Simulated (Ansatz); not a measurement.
# Lattice dynamics of WS2 monolayer (1T), part 2 of 2

Task: relax WS2 monolayer (1T), then find its harmonic phonons.

Ansatz 0.2.0; DFT PBEsol, scalar-relativistic, plane waves, PAW; PAW set soft_1.

So far. Step 4 (Tight relaxation): The largest force component left is 0.12 meV/Å, within the tolerances set. Step 5 (Linear response at the zone centre): Before it was imposed, the acoustic sum rule was missed by 2.1e-5 eV/Å². Small misses are needed for a sound result but don't prove that mesh and cutoff are converged. The lowest optical mode is real, 226 cm⁻¹.

### 6. The dispersion

Stability and thermal properties need the whole zone. Linear response on a 6×6×1 q mesh gives force constants as far as a supercell of that size would.

input.yaml

```yaml
crystal:
  lattice:
    - [3.1452997703, 0.0, 0.0]
    - [-1.5726498852, 2.7239095036, 0.0]
    - [0.0, 0.0, 29.504]
  atoms:
    - { symbol: W, position: [0.0, 0.0, 0.3389370933] }
    - { symbol: S, position: [0.3333333333, 0.6666666667, 0.392828632] }
    - { symbol: S, position: [0.6666666667, 0.3333333333, 0.2850455545] }
  periodic: [true, true, false]
kpoints:
  mp_grid: { grid: [18, 18, 1] }
hamiltonian:
  xc: pbesol
  pseudopotentials: { kind: paw, azcp: { folder: soft_1 }, xc_functional: pbe }
scf:
  occupations: { method: methfessel_paxton, width: 0.2 }
output:
  eigenvalues: true
phonons:
  method: dfpt
  qmesh: [6, 6, 1]
  temperatures: { t_max: 1000, t_step: 50 }
  qpath:
    path:
      - [0.0, 0.0, 0.0]
      - [0.5, 0.0, 0.0]
      - [0.33333333, 0.33333333, 0.0]
      - [0.0, 0.0, 0.0]
    npoints: 10
```

Launch:

```bash
> ansatz run input.yaml --threads 4 --pin off --max-ram 16384MiB --backend cpu --events-out ev --progress --plain --runs-dir out
```

Numbers of over 12 decimals in the logs are rounded to 6 here.

Log:

```text
[...]
Crystal: 3 atoms, lattice volume = 252.776 Å³
Basis set: ecut = 420 eV, 4923 PW (Γ), exchange–correlation on 48×48×400 points (8 copies of the dense FFT grid, shifted against one another)
Bands: 17, of which v1, the nominal top of the filled ones, is band 13 counted from 1 (12 counted from 0)
Symmetry: 12 space group operations
k-points: 37 of 324 (irreducible under 6 space group operations, time reversal used)
[...]
SCF iter   1: F=—  HF=-12029.580221 eV  |F-HF|=—  |Δ(HF+E_count)|=         —  Δρ=2.03e-2  dr2=1.22e0  ethr=3.10e-3  ⟨swp⟩=16.5  Hψ=6941  notcnv=0
[...]
SCF iter  11: F=-12029.159065 eV  HF=-12029.159065 eV  |F-HF|=3.64e-12  |Δ(HF+E_count)|=  6.18e-11  S|Δr|=    0.00e0  Δρ=7.52e-9  dr2=1.34e-13  ethr=1.00e-12  ⟨swp⟩=15.2  Hψ=5490  notcnv=0
SCF 1 converged in 11 iterations: F = -12029.159065 eV  dr2 = 1.34e-13
[...]
phonons: the bands overlap, so this run is a metal and interpolates without the dipole-dipole term. If the crystal is really an insulator or semiconductor, its LO-TO splitting is missing
NSCF: frozen V_eff on 37 k-points
[...]
DFPT response loops at q = (0, 0, 0) (fractional): preconditioner auto → none (partly filled bands, converged f_vac=0.761); β = 0.50; Broyden in place of MSR1
[...]
SCF converged after 11 iterations
[...]
Free energy (F): -12029.159065 eV
[...]
Internal energy: -12029.162084 eV  (E = F + TS)
E sigma→0 (E₀):  -12029.159819 eV
Entropy (-TS):   0.003020 eV (1.007 meV/atom)
Fermi energy:    -4.888024 eV
[...]
--- Band table (eV; the first three rows and the last of 37) ---
  k-point 0: bands = [... 9 lower, -8.2893, -5.9975, -5.6835, -5.6835, -5.2435, -5.2435, -1.3841, -1.3841]
  k-point 1: bands = [... 9 lower, -8.0586, -6.2536, -6.0143, -5.9159, -5.0053, -4.9187, -1.5760, -1.4082]
  k-point 2: bands = [... 9 lower, -7.7866, -7.0456, -6.4513, -5.9838, -4.7734, -4.5001, -1.9564, -1.4503]
  k-point 36: bands = [... 9 lower, -9.1335, -9.1335, -9.0807, -4.2888, -4.2888, -3.8400, -1.1442, -1.1442]
--- Phonons (Γ-DFPT): 6 representative perturbations + reference (Σ response iterations 27) ---
  ASR residual: 1.691e-5 → 0.000e0 eV/Å²; symmetrization residual: 8.723e-6 eV/Å²
[...]
ASR residual per site (eV/Å²): 1.08e-5 1.67e-5 1.69e-5
  Γ frequencies (cm⁻¹): 0.00 0.00 0.00 225.84 225.84 276.00 276.00 371.30 383.39
--- Phonons (arbitrary-q DFPT): 7 irreducible q on the 6×6×1 mesh ---
  q = [0.0000, 0.0000, 0.0000] (star 1, of the zone-centre solve; hermiticity 6.79e-7, symmetrization 2.14e-11, taken by the last average 9.46e-9): -0.00 0.00 0.00 225.84 225.84 276.00 276.00 371.30 383.39
  q = [0.0000, 0.1667, 0.0000] (star 6, 9 solved perturbations on 171 of 324 k-point pairs; hermiticity 4.74e-7, symmetrization 2.34e-10, taken by the last average 1.06e-7): 36.23 58.37 77.61 246.77 269.26 289.28 300.13 371.72 385.60
[...]
q = [0.1667, 0.1667, 0.0000] (star 6, 6 solved perturbations in 1485 linear systems a pass and spin channel, the states on 324 of 324 k-point pairs; hermiticity 5.28e-7, symmetrization 2.66e-10, taken by the last average 1.37e-7): 78.03 88.05 89.87 261.83 287.98 303.87 329.06 363.09 369.10
[...]
sum rule: each row above includes the acoustic sum rule's correction from the zone centre's row sums; it moved no ω² by more than (0.38 cm⁻¹)²
  mesh force constants: q→R imaginary residual 3.10e-18; ASR residual 1.691e-5 → 0.000e0 eV/Å²; symmetrization residual 5.329e-15 eV/Å²
  interpolated dispersion: 31 rows × 9 modes
  density of states and harmonic sums: on the 24×24×1 q-mesh, interpolated from the force constants of a 6×6×1 supercell (no non-analytic term)
  largest difference from the sums on the solved wave vectors: F 1.86e-2 eV, S 2.22e-5 and C_V 3.59e-6 eV/K
  zero-point energy: 0.131168 eV/cell   skipped modes (ω ≤ 0): 47, of them read as no rigid motion or as one in doubt: 44 (7.309e-1 modes/cell left out, lowest -212.02 cm⁻¹)   left out of the sums: 8.18e-2 of the cell's modes: C_V's classical limit lies that fraction below 3 k_B per atom; for a crystal, a wire or a layer, F and S can be off by more, and a phonons.interpolated_qmesh denser along its periods is the remedy for the sampling
```

Elapsed: 22 min, on 4 threads of Arm Neoverse V1, shared host; peak memory 3.1 GiB; 86 min of CPU time.

This step gave:

```yaml
sum_rule_residual_before_enforcement: 1.69e-5 eV/Å²
lowest_frequency_on_the_path: -212.0 cm⁻¹
highest_frequency_on_the_path_or_at_a_solved_wavevector: 386.9 cm⁻¹
lowest_mode_on_the_q_mesh_acoustic_modes_at_gamma_apart: -212.0 cm⁻¹
```

Frequencies (cm⁻¹) solved at each irreducible wavevector; negative means imaginary. Frequencies by wavevector, by row:

```csv
q in reciprocal lattice units,star,mode 1,mode 2,mode 3,mode 4,mode 5,mode 6,mode 7,mode 8,mode 9
0 0 0,1,0,0,0,225.8,225.8,276,276,371.3,383.4
0 0.1667 0,6,36.2,58.4,77.6,246.8,269.3,289.3,300.1,371.7,385.6
0 0.3333 0,6,-41.8,88.2,94.5,270.6,298.6,315.2,337.3,359.5,375.2
0 -0.5 0,3,-212,56.1,117.2,281.8,298.9,325.7,342.1,359.9,373.5
0.1667 0.1667 0,6,78,88,89.9,261.8,288,303.9,329.1,363.1,369.1
0.1667 0.3333 0,12,-157.7,54.9,111.6,286.5,303.5,323.9,345.9,350.7,364.6
0.3333 0.3333 0,2,-152.5,-152.5,114.9,309.2,315.5,315.5,339.9,344.2,344.2
```

Interpolated from a 6×6×1 q mesh. Phonon branches along the path, in cm⁻¹:

```csv
point,branch 1,branch 2,branch 3,branch 4,branch 5,branch 6,branch 7,branch 8,branch 9
Γ,0,0,0,226,226,276,276,371,383
halfway,68,79,96,259,296,300,316,370,377
M,-212,56,117,282,299,326,342,360,374
halfway,-191,-22,116,291,304,328,343,354,362
K,-152,-152,115,309,316,316,340,344,344
halfway,78,88,90,262,288,304,329,363,369
Γ,0,0,0,226,226,276,276,371,383
```

The phonon branches as a text plot (rows in cm⁻¹):

```
    374 |**************************            ******************
    349 |             ******************************
    325 |         ********************************  *****
    300 |   *************************************************
    275 |*********  ***************            *****  ***********
    250 |   ********                                *********
    225 |*****                                               ****
    200 |
    175 |
    150 |
    125 |                 *******************
    100 |       ****  ****                   ************
     75 |     **************                   ************
     50 |   ******          *******                   ***  **
     25 | ******                                  **     *******
      0 |***                                                 ****
    -25 |                          *
    -50 |                           *        **
    -75 |             **
   -100 |                            *         ***
   -125 |                             ***  **
   -150 |               **               **  **
   -175 |                           *****  **
   -200 |                 **********
         Γ                   M           K                      Γ
```

The phonon density of states has structure finer than the step of the table below, so its rows give means over 20 cm⁻¹, whole bins alone (the curve runs from -212 to 388 cm⁻¹). Peaks (cm⁻¹: height): 87.5: 0.0517, 112.5: 0.0461, 297.5: 0.0817, 342.5: 0.0790, 372.5: 0.105.

Tetrahedra on a 24×24×1 mesh, mean over bins of 5 cm-1. Interpolated from a 6×6×1 q mesh. Table of phonon density of states by wavenumber; means over each step:

wavenumber (cm⁻¹), phonon density of states (1/cm⁻¹/cell) and a bar:
```
     -200      0.004 ##
     -180      0.007 ###
     -160      0.006 ###
     -140      0.004 ##
     -120      0.003 ##
     -100      0.003 ##
      -80      0.003 #
      -60      0.002 #
      -40      0.002 #
      -20      0.002 #
        0      0.003 #
       20      0.006 ###
       40      0.010 #####
       60      0.021 ##########
       80      0.033 ################
      100      0.025 ############
      120      0.016 ########
      140      0.000 
      160      0.000 
      180      0.000 
      200      0.000 
      220      0.001 #
      240      0.008 ####
      260      0.017 ########
      280      0.036 ##################
      300      0.061 ##############################
      320      0.041 ####################
      340      0.045 ######################
      360      0.054 ###########################
```

The partial phonon density of states has structure finer than the step of the table below, so its rows give means over 20 cm⁻¹, whole bins alone (the curve runs from -220 to 409 cm⁻¹). Peaks (cm⁻¹: height): S 301.9: 0.0677, 345.4: 0.0673, 369.1: 0.0647; W -168.2: 0.0074, -124.8: 0.00745, -93.2: 0.0066, -45.8: 0.0056, 88.6: 0.0367, 112.3: 0.0284, 373.0: 0.00492.

Phonopy on the run's constants, 21x21x1 mesh, Gaussian sigma 4.5 cm-1. Interpolated from a 6×6×1 q mesh. The partial phonon density of states by wavenumber; means over each step; values in 1/cm⁻¹/cell:

```csv
wavenumber (cm⁻¹),S,W
-200,3.9e-4,0.00375
-180,5.6e-4,0.00610
-160,5.1e-4,0.00587
-140,2.2e-4,0.00253
-120,3.3e-4,0.00399
-100,2.3e-4,0.00297
-80,2.0e-4,0.00278
-60,1.1e-4,0.00128
-40,2.7e-4,0.00373
-20,3.4e-6,5.6e-5
0,3.7e-4,0.00105
20,0.00126,0.00463
40,0.00210,0.00829
60,0.00351,0.0175
80,0.00497,0.0281
100,0.00402,0.0218
120,0.00229,0.0135
140,3.0e-6,2.1e-5
160,0,0
180,0,0
200,0,0
220,9.7e-4,3.2e-4
240,0.00635,0.00171
260,0.0148,0.00253
280,0.0333,0.00276
300,0.0572,0.00329
320,0.0371,0.00348
340,0.0440,9.7e-4
360,0.0529,0.00244
380,0.0310,0.00359
```

Symmetry leaves 7 wavevectors to solve. The lowest mode among them, the acoustic zeros apart, lies at q = (0, -0.5, 0) and is imaginary, 212.0i cm⁻¹, so the energy falls along it.

### 7. Another isotope, element S, natural mass 32.06 amu

An isotope changes the mass and not the force constants, so no new electronic calculation is needed; the shifts show which modes move this element.

The same force constants with the mass of S changed from 32.060 to 33.968 u (phonopy, no LO-TO term). Both lists are sorted by frequency; levels can cross, so a row need not hold one and the same mode. Modes under 3 cm⁻¹ are left out. Isotope shifts, by row:

```csv
q,rank,natural mass (cm⁻¹),changed mass (cm⁻¹)
0 0 0,4,225.8,221.1
0 0 0,5,225.8,221.1
0 0 0,6,276,268.1
0 0 0,7,276,268.1
0 0 0,8,371.3,360.7
0 0 0,9,383.4,375.3
0 0.1667 0,1,36.23,35.93
0 0.1667 0,2,58.37,57.98
0 0.1667 0,3,77.61,77.29
0 0.1667 0,4,246.8,241.3
0 0.1667 0,5,269.3,262.6
0 0.1667 0,6,289.3,281.1
0 0.1667 0,7,300.1,292.3
0 0.1667 0,8,371.7,361.3
0 0.1667 0,9,385.6,376.9
0 0.3333 0,1,-41.81,-41.69
0 0.3333 0,2,88.15,87.72
0 0.3333 0,3,94.51,93.93
0 0.3333 0,4,270.6,264.2
0 0.3333 0,5,298.6,290.1
0 0.3333 0,6,315.2,307.4
0 0.3333 0,7,337.3,328.1
0 0.3333 0,8,359.5,349.6
0 0.3333 0,9,375.2,365.6
0 -0.5 0,1,-212,-211.4
0 -0.5 0,2,56.12,55.9
0 -0.5 0,3,117.2,116.8
0 -0.5 0,4,281.8,274.8
0 -0.5 0,5,298.9,290.4
0 -0.5 0,6,325.7,317.5
0 -0.5 0,7,342.1,332.4
0 -0.5 0,8,359.9,349.6
0 -0.5 0,9,373.5,364.1
```

A mode of this element alone would shift by -2.85 %. The highest zone-centre frequency without the field goes from 383.4 to 375.3 cm⁻¹ (-2.1 %). The product of the frequency ratios over all optical modes at Γ is 0.860; the product rule, (m/m′)^(3k/2) (M′/M)^(3/2) with k = 2 such atoms and M the mass of the cell, gives 0.860.

### 8. Another isotope, element W, natural mass 183.84 amu

The same for W, from 183.84 to 185.95 u.

A mode of this element alone would shift by -0.57 %. The highest zone-centre frequency without the field goes from 383.4 to 382.8 cm⁻¹ (-0.1 %). The product of the frequency ratios over all optical modes at Γ is 0.996; the product rule, (m/m′)^(3k/2) (M′/M)^(3/2) with k = 1 such atoms and M the mass of the cell, gives 0.996.

### 9. What came out

| Item | Value |
| --- | --- |
| space group after relaxation (within 0.01 Å) | P-3m1 |
| area per atom | 2.86 Å² |
| electronic character | no gap on this mesh |
| highest optical mode at the zone centre (no LO-TO term) | 383 cm⁻¹ |
| lowest optical zone-centre mode | 226 cm⁻¹ |
| lowest mode on the q mesh (acoustic modes at Γ apart) | -212 cm⁻¹ |
| highest frequency on the path or at a solved wavevector | 387 cm⁻¹ |
| imaginary modes on the 6×6×1 q mesh | yes |

What this shows: Modes are clearly imaginary (beyond 10i cm⁻¹) at 4 of the 7 irreducible wavevectors, most at q = (0, -0.5, 0) (212.0i cm⁻¹), so this structure is not a minimum of the energy. The optical modes at Γ span 226 to 383 cm⁻¹. The highest mode in this list at Γ, 383.4 cm⁻¹, is mostly motion of S (74 % of the kinetic energy). With no gap, or one that is small against the smearing, the frequencies hang on the k mesh and the smearing, most of all near Kohn anomalies. In a sheet or slab the interpolated bending branch near Γ is rough, since the rotational sum rule isn't imposed. Spin-orbit coupling is left out, which can matter for the heavy elements here. The PAW files were made for PBE and serve the other functionals too. The starting cell was built on a prototype and not taken from a measurement. These are harmonic frequencies at zero temperature: anharmonic shifts, linewidths and thermal expansion are left out.

[Logs are printed without paths, hosts, clocks, repeated set-up lines and the standing remarks that a program may print on its own settings, such as how far it seeks lower states.]

[Hosts, paths, dates, database ids (printed as entryN), source tags and the programs' standing remarks are cut or masked in the printed files.]
